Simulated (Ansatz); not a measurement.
**Resistivity from frozen vibrations: Au(111) with 4 thermally displaced layers, 2x2**

Wanted: the phonon-limited resistivity of Au at 180 K by the Landauer route.

Main program and level: Ansatz 0.2.0; Ansatz plane-wave DFT, PBE, PAW files; ballistic transport by layer matching (Landauer), zero bias; PAW set soft_1.

Most raw output is cut from this account.

### Step 1. Starting point

The cell holds 40 atoms: 40 Au. Its edges and angles: a = 5.768 Å, b = 5.768 Å, c = 23.605 Å, α = 93.5°, β = 86.5°, γ = 120.0°. It derives from Au. Regions: lead, 24 atoms (24 Au); scattering region, 16 atoms (16 Au). The structure is stacked along c, and the current runs across the ab planes.

### Step 2. With 4 displaced layers

Each atom of 4 layers is moved at random, by amounts drawn from a normal law 0.0707 Å wide in each direction from the Debye model (165 K) at 180 K. The layers about the cell's end stay perfect and serve as the lead. Disorder leaves little or no symmetry, which makes such runs dear. Energies from -0.05 to 0.05 eV in steps of 0.05 eV are too few for the program's thermal sum, so it prints no conductance; for a metal the transmission near the Fermi level serves, at a fraction of the cost.

input.yaml reads:

```yaml
crystal:
  lattice:
    - [5.7675164607, 0.0, 0.0]
    - [-2.8837582304, 4.9948157718, 0.0]
    - [1.4418791152, -0.8324692953, 23.5457873532]
  atoms:
    - { symbol: Au, position: [0.9916666667, 0.0083333333, 0.05] }
    - { symbol: Au, position: [0.9916666667, 0.5083333333, 0.05] }
    - { symbol: Au, position: [0.4916666667, 0.0083333333, 0.05] }
    - { symbol: Au, position: [0.4916666667, 0.5083333333, 0.05] }
    - { symbol: Au, position: [0.1416666667, 0.3583333333, 0.15] }
    - { symbol: Au, position: [0.1416666667, 0.8583333333, 0.15] }
    - { symbol: Au, position: [0.6416666667, 0.3583333333, 0.15] }
    - { symbol: Au, position: [0.6416666667, 0.8583333333, 0.15] }
[... 28 atom lines left out ...]
    - { symbol: Au, position: [0.8416666667, 0.1583333333, 0.95] }
    - { symbol: Au, position: [0.8416666667, 0.6583333333, 0.95] }
    - { symbol: Au, position: [0.3416666667, 0.1583333333, 0.95] }
    - { symbol: Au, position: [0.3416666667, 0.6583333333, 0.95] }
kpoints:
  mp_grid: { grid: [5, 5, 1] }
hamiltonian:
  xc: pbe
  pseudopotentials: { kind: paw, azcp: { folder: soft_1 } }
scf:
  occupations: { method: fermi_dirac, width: 0.1 }
output:
  transmission:
    leads: [[0, 4]]
    kmesh: [10, 10]
    e_range: [-0.05, 0.05]
    de: 0.05
  write_potential: true
  write_density: true
  volumetric_format: npy
  elf: true
```

The run is started by

```sh
ansatz run input.yaml --threads 4 --pin off --max-ram 15360MiB --backend cpu --events-out ev --progress --plain --runs-dir out
```

Wall time 5.5 min (4 threads of Intel Xeon Platinum 8559C (Emerald Rapids), shared host); peak memory 6.5 GiB.

Numbers from this step:

| Property | Result |
| --- | --- |
| free energy | -526046.2137 eV |
| energy at zero smearing | -526045.9743 eV |
| Fermi energy | 20.73 eV |
| cell area | 28.81 Å² |
| transmission per spin nearest the Fermi level | 3.147 |
| open channels per spin nearest the Fermi level | 3.21 |
| step of the lead's potential | 5.2 meV |

Per spin. The transmission, zone mean by energy, zero at the Fermi level:

```
energy (eV)  transmission, zone mean
    -0.0500                     3.14
     0.0000                     3.15
     0.0500                     3.15
```

Per spin. The open channels, zone mean, lead stays at 3.21 for energy from -0.05 to 0.05 eV.

Transmission over k1 and k2. At 0.0000 eV from the Fermi level.

Values, 10 rows by 10 columns:
```
2.99 3.78 2.99 2.99 2.99 3.78 2.99 2.98 2.98 2.98
2.98 2.99 3.74 2.99 2.98 3.75 2.99 2.98 2.98 2.98
2.98 2.98 2.99 3.77 2.98 3.72 2.98 2.98 2.98 2.98
2.98 2.98 2.98 2.98 2.93 2.90 2.98 2.98 2.98 2.98
3.85 3.84 3.83 3.85 2.85 2.96 2.85 3.85 3.83 3.84
2.98 2.98 2.98 2.98 2.98 2.90 2.93 2.98 2.98 2.98
2.98 2.98 2.98 2.98 2.98 3.72 2.98 3.77 2.99 2.98
2.98 2.98 2.98 2.98 2.99 3.75 2.98 2.99 3.74 2.99
2.99 2.98 2.98 2.98 2.99 3.78 2.99 2.99 2.99 3.78
3.79 2.99 2.99 2.98 2.99 3.79 2.99 2.98 2.99 2.99
```
Columns: k1 (b1) from -0.5 to 0.4; rows upwards: k2 (b2) from -0.5 to 0.4.

Open channels over k1 and k2. At 0.0000 eV from the Fermi level.

Ten even steps from '0' (3.00) to '9' (4.00):
```
0900090000
0090090000
0009090000
0000000000
9999000999
0000000000
0000090900
0000090090
0000090009
9000090000
```
Columns: k1 (b1) from -0.5 to 0.4; rows upwards: k2 (b2) from -0.5 to 0.4.

Valence density in the ca plane at fractional y = 0.120, with atoms of Au within 0.2 Å of it. It is the smooth field of the valence electrons, not physical close to the nuclei.

Ten steps, logarithmic in the rise over the least value, from '0' (0 e/Å³) to '9' (14 e/Å³), each cell a mean:
```
11001221124799741111000001101368986311221001
11123553213677631111100001101369997311110000
11136776311344311122110123211258886311110000
11136887421122100122211245531135653212332101
11125776421232100122211367642112321123543212
11013554223565310112111356642122321124554212
21001222125888621011100234431246653123443212
21001111126898631000000012211368985212222101
11012332124788631000000011111379996311110000
11125665312455310011000122211368986211110000
11136887411222100112111245421135663111221000
11136887411111000122211356641112321113432111
11124665311233210122211356641001110124554212
11012332113566421122111234421112321124554212
21000111124788731111100012211146653112332111
```
Columns run along c (16.0 Å, from fractional 0.16 to 0.84 of the cell), rows up along a (5.8 Å). Atoms in or near the plane, at fractional coordinates: Au at (0.65, 0.88), Au at (0.65, 0.41).

Electrostatic potential energy in the ca plane at fractional y = 0.120, with atoms of Au within 0.2 Å of it. With pseudopotentials it is smooth inside the atoms' cores, unlike the true potential.

Ten even steps from '0' (-26 eV) to '9' (23 eV), each cell a mean:
```
99999999996100169999999999999830003899999999
99997557997311479999999999999720002799999999
99984113799766799999999988899841003899999999
99972001699999999988899864579985347998889999
99984102699888999988899742268998889997557999
99997556897434799999999842368998889986446898
99999989984000489999999976689964358997557998
99999999983000279999999998999730014899889999
99998778985100389999999999999720003899999999
99985335898545799999999988899830004899999999
99973002699988999999999865689974247999999999
99973001699999999988899742369998889998678999
99986324799878999988899742369999999986446898
99999778998423689999999875689998889997446898
99999999996100279999999998999973247998778999
```
Columns run along c (16.0 Å, from fractional 0.16 to 0.84 of the cell; values clipped at the 3rd and 97th percentile), rows up along a (5.8 Å). Atoms in or near the plane, at fractional coordinates: Au at (0.65, 0.88), Au at (0.65, 0.41).

ELF in the ca plane at fractional y = 0.120, with atoms of Au within 0.2 Å of it. It is the smooth field of the valence electrons, not physical close to the nuclei.

Values, 8 rows by 16 columns, each cell a mean:
```
0.19 0.23 0.28 0.26 0.54 0.37 0.20 0.17 0.14 0.19 0.24 0.60 0.46 0.21 0.19 0.15
0.20 0.38 0.49 0.24 0.29 0.23 0.21 0.22 0.23 0.31 0.23 0.48 0.40 0.21 0.21 0.15
0.20 0.35 0.46 0.25 0.30 0.20 0.22 0.24 0.30 0.46 0.24 0.25 0.22 0.30 0.35 0.22
0.19 0.19 0.24 0.30 0.56 0.34 0.19 0.18 0.23 0.34 0.24 0.41 0.31 0.27 0.33 0.22
0.19 0.23 0.28 0.28 0.54 0.34 0.18 0.15 0.16 0.21 0.25 0.63 0.45 0.21 0.20 0.15
0.20 0.38 0.50 0.24 0.27 0.20 0.20 0.20 0.25 0.34 0.22 0.44 0.35 0.21 0.21 0.15
0.20 0.34 0.46 0.23 0.26 0.20 0.23 0.24 0.31 0.45 0.22 0.21 0.19 0.30 0.35 0.22
0.20 0.19 0.24 0.25 0.51 0.35 0.20 0.19 0.21 0.29 0.21 0.35 0.28 0.27 0.34 0.22
```
Columns run along c (16.0 Å, from fractional 0.16 to 0.84 of the cell), rows up along a (5.8 Å). Atoms in or near the plane, at fractional coordinates: Au at (0.65, 0.88), Au at (0.65, 0.41).

Over the solved energies the transmission per spin lies between 3.14 and 3.15, out of 3.21 channels of the lead on average (up to 3.21).

### Step 3. With 8 displaced layers

Each atom of 8 layers is moved at random, by amounts drawn from a normal law 0.0707 Å wide in each direction from the Debye model (165 K) at 180 K. A fresh draw is used; the growth of the resistance with length is what counts.

System of this step: Au(111) with 8 thermally displaced layers, 2x2. The cell holds 56 atoms: 56 Au. Cell: a = 5.768 Å, b = 5.768 Å, c = 33.006 Å, α = 87.5°, β = 92.5°, γ = 120.0°. It derives from Au. Regions: lead, 24 atoms (24 Au); scattering region, 32 atoms (32 Au). The structure is stacked along c, and the current runs across the ab planes.

input.yaml reads:

```yaml
crystal:
  lattice:
    - [5.7675164607, 0.0, 0.0]
    - [-2.8837582304, 4.9948157718, 0.0]
    - [-1.4418791152, 0.8324692953, 32.9641022945]
  atoms:
    - { symbol: Au, position: [0.005952381, 0.994047619, 0.0357142857] }
    - { symbol: Au, position: [0.005952381, 0.494047619, 0.0357142857] }
    - { symbol: Au, position: [0.505952381, 0.994047619, 0.0357142857] }
    - { symbol: Au, position: [0.505952381, 0.494047619, 0.0357142857] }
    - { symbol: Au, position: [0.1845238095, 0.3154761905, 0.1071428571] }
    - { symbol: Au, position: [0.1845238095, 0.8154761905, 0.1071428571] }
    - { symbol: Au, position: [0.6845238095, 0.3154761905, 0.1071428571] }
    - { symbol: Au, position: [0.6845238095, 0.8154761905, 0.1071428571] }
[... 44 atom lines left out ...]
    - { symbol: Au, position: [0.3273809524, 0.1726190476, 0.9642857143] }
    - { symbol: Au, position: [0.3273809524, 0.6726190476, 0.9642857143] }
    - { symbol: Au, position: [0.8273809524, 0.1726190476, 0.9642857143] }
    - { symbol: Au, position: [0.8273809524, 0.6726190476, 0.9642857143] }
kpoints:
  mp_grid: { grid: [5, 5, 1] }
hamiltonian:
  xc: pbe
  pseudopotentials: { kind: paw, azcp: { folder: soft_1 } }
scf:
  occupations: { method: fermi_dirac, width: 0.1 }
output:
  transmission:
    leads: [[0, 4]]
    kmesh: [10, 10]
    e_range: [-0.05, 0.05]
    de: 0.05
  write_potential: true
  write_density: true
  volumetric_format: npy
```

Wall time 8.6 min (4 threads); peak memory 8.1 GiB; 33 min of CPU time.

Numbers from this step:

```yaml
free_energy: -736464.0108 eV
energy_at_zero_smearing: -736463.6795 eV
transmission_per_spin_nearest_the_fermi_level: 3.069
step_of_the_lead_s_potential: 3.2 meV
```

Per spin. The transmission, zone mean by energy, zero at the Fermi level:

```
energy (eV)  transmission, zone mean
    -0.0500                     3.05
     0.0000                     3.07
     0.0500                     3.08
```

Over the solved energies the transmission per spin lies between 3.05 and 3.08, out of 3.21 channels of the lead on average (up to 3.21).

### Step 4. With 12 displaced layers

Each atom of 12 layers is moved at random, by amounts drawn from a normal law 0.0707 Å wide in each direction from the Debye model (165 K) at 180 K. A fresh draw is used; the growth of the resistance with length is what counts.

System of this step: Au(111) with 12 thermally displaced layers, 2x2. The cell holds 72 atoms: 72 Au. Cell: a = 5.768 Å, b = 5.768 Å, c = 42.382 Å, α = 90.0°, β = 90.0°, γ = 120.0°. It derives from Au. Regions: lead, 24 atoms (24 Au); scattering region, 48 atoms (48 Au). The structure is stacked along c, and the current runs across the ab planes.

input.yaml reads:

```yaml
crystal:
  lattice:
    - [5.7675164607, 0.0, 0.0]
    - [-2.8837582304, 4.9948157718, 0.0]
    - [0.0, 0.0, 42.3824172358]
  atoms:
    - { symbol: Au, position: [0.0, 0.0, 0.0277777778] }
    - { symbol: Au, position: [0.0, 0.5, 0.0277777778] }
    - { symbol: Au, position: [0.5, 0.0, 0.0277777778] }
    - { symbol: Au, position: [0.5, 0.5, 0.0277777778] }
    - { symbol: Au, position: [0.1666666667, 0.3333333333, 0.0833333333] }
    - { symbol: Au, position: [0.1666666667, 0.8333333333, 0.0833333333] }
    - { symbol: Au, position: [0.6666666667, 0.3333333333, 0.0833333333] }
    - { symbol: Au, position: [0.6666666667, 0.8333333333, 0.0833333333] }
[... 60 atom lines left out ...]
    - { symbol: Au, position: [0.3333333333, 0.1666666667, 0.9722222222] }
    - { symbol: Au, position: [0.3333333333, 0.6666666667, 0.9722222222] }
    - { symbol: Au, position: [0.8333333333, 0.1666666667, 0.9722222222] }
    - { symbol: Au, position: [0.8333333333, 0.6666666667, 0.9722222222] }
kpoints:
  mp_grid: { grid: [5, 5, 1] }
hamiltonian:
  xc: pbe
  pseudopotentials: { kind: paw, azcp: { folder: soft_1 } }
scf:
  occupations: { method: fermi_dirac, width: 0.1 }
output:
  transmission:
    leads: [[0, 4]]
    kmesh: [10, 10]
    e_range: [-0.05, 0.05]
    de: 0.05
  write_potential: true
  write_density: true
  volumetric_format: npy
```

Elapsed: 14 min, on 4 threads; peak memory 9.9 GiB; 55 min of CPU time.

This step gave:

```yaml
free_energy: -946881.5822 eV
energy_at_zero_smearing: -946881.1856 eV
fermi_energy: 20.71 eV
transmission_per_spin_nearest_the_fermi_level: 2.970
step_of_the_lead_s_potential: 7.3 meV
```

Per spin. Table of transmission, zone mean by energy, zero at the Fermi level:

```
energy (eV)  transmission, zone mean
    -0.0500                     2.94
     0.0000                     2.97
     0.0500                     2.99
```

Over the solved energies the transmission per spin lies between 2.94 and 2.99, out of 3.21 channels of the lead on average (up to 3.21).

### Step 5. The fit

This step: Ansatz plane-wave DFT, PBE, PAW files; ballistic transport by layer matching (Landauer), zero bias; resistivity from the slope of the area resistance; PAW set soft_1 (Ansatz 0.2.0).

Numbers from this step:

| Quantity | Value |
| --- | --- |
| resistivity | 3.817 µΩ cm |
| intercept | -0.01395 fΩ m² |
| scatter about the fit | 0.002159 fΩ m² |

Resistance, by row:

```csv
run,length (Å),T,channels N,RA (fΩ m²)
n4,9.418,3.146,3.21,0.02352
n8,18.84,3.065,3.21,0.05489
n12,28.25,2.966,3.21,0.09542
```

Table of area resistance by length of the displaced region:

```
length of the displaced region (Å)  area resistance (fΩ m²)
                              9.42                   0.0235
                             18.84                   0.0549
                             28.25                   0.0954
```

The area resistance goes from 0.024 to 0.095 fΩ m² between 9.4 and 28.3 Å, a slope of 3.8 µΩ cm.

By hand from the end points: (0.09542 − 0.02352) fΩ m² / (28.25 − 9.42) Å = 3.8 µΩ cm, since 1 fΩ m² per Å is 1000 µΩ cm.

### Step 6. Outcome

| Item | Value |
| --- | --- |
| resistivity from the slope | 3.82 µΩ cm |
| area resistance over 9.42 Å | 0.0235 fΩ m² |
| area resistance over 18.8 Å | 0.0549 fΩ m² |
| area resistance over 28.3 Å | 0.0954 fΩ m² |

What this shows: The slope gives 3.8 µΩ cm. The points scatter by 0.0022 fΩ m² about the line, with one random draw a length in a 2x2 cell, so the slope is a rough value. The mean square of the displacements drawn is 0.78, 0.99 and 1.2 of the nominal one at the three lengths; with each resistance scaled back by that, the slope is 2.7 µΩ cm, the value used below. Read with a model of isotropic scattering on a spherical Fermi surface and the lead's 0.86×10¹⁵ S/m², this slope means a mean free path near 393 Å; over these lengths the model's slope is 1.22 times its bulk resistivity, which would be 2.2 µΩ cm. Uncorrelated displacements put too much weight on short waves, which scatter strongly; with the sideways repeat of a small cell, one draw and three short lengths, the method is good to a factor of two or three. Spin-orbit coupling is left out, which matters for Au.

[Logs are printed without paths, hosts, clocks, repeated set-up lines and the standing remarks that a program may print on its own settings, such as how far it seeks lower states.]

[Hosts, paths, dates, database ids (printed as entryN), source tags and the programs' standing remarks are cut or masked in the printed files.]
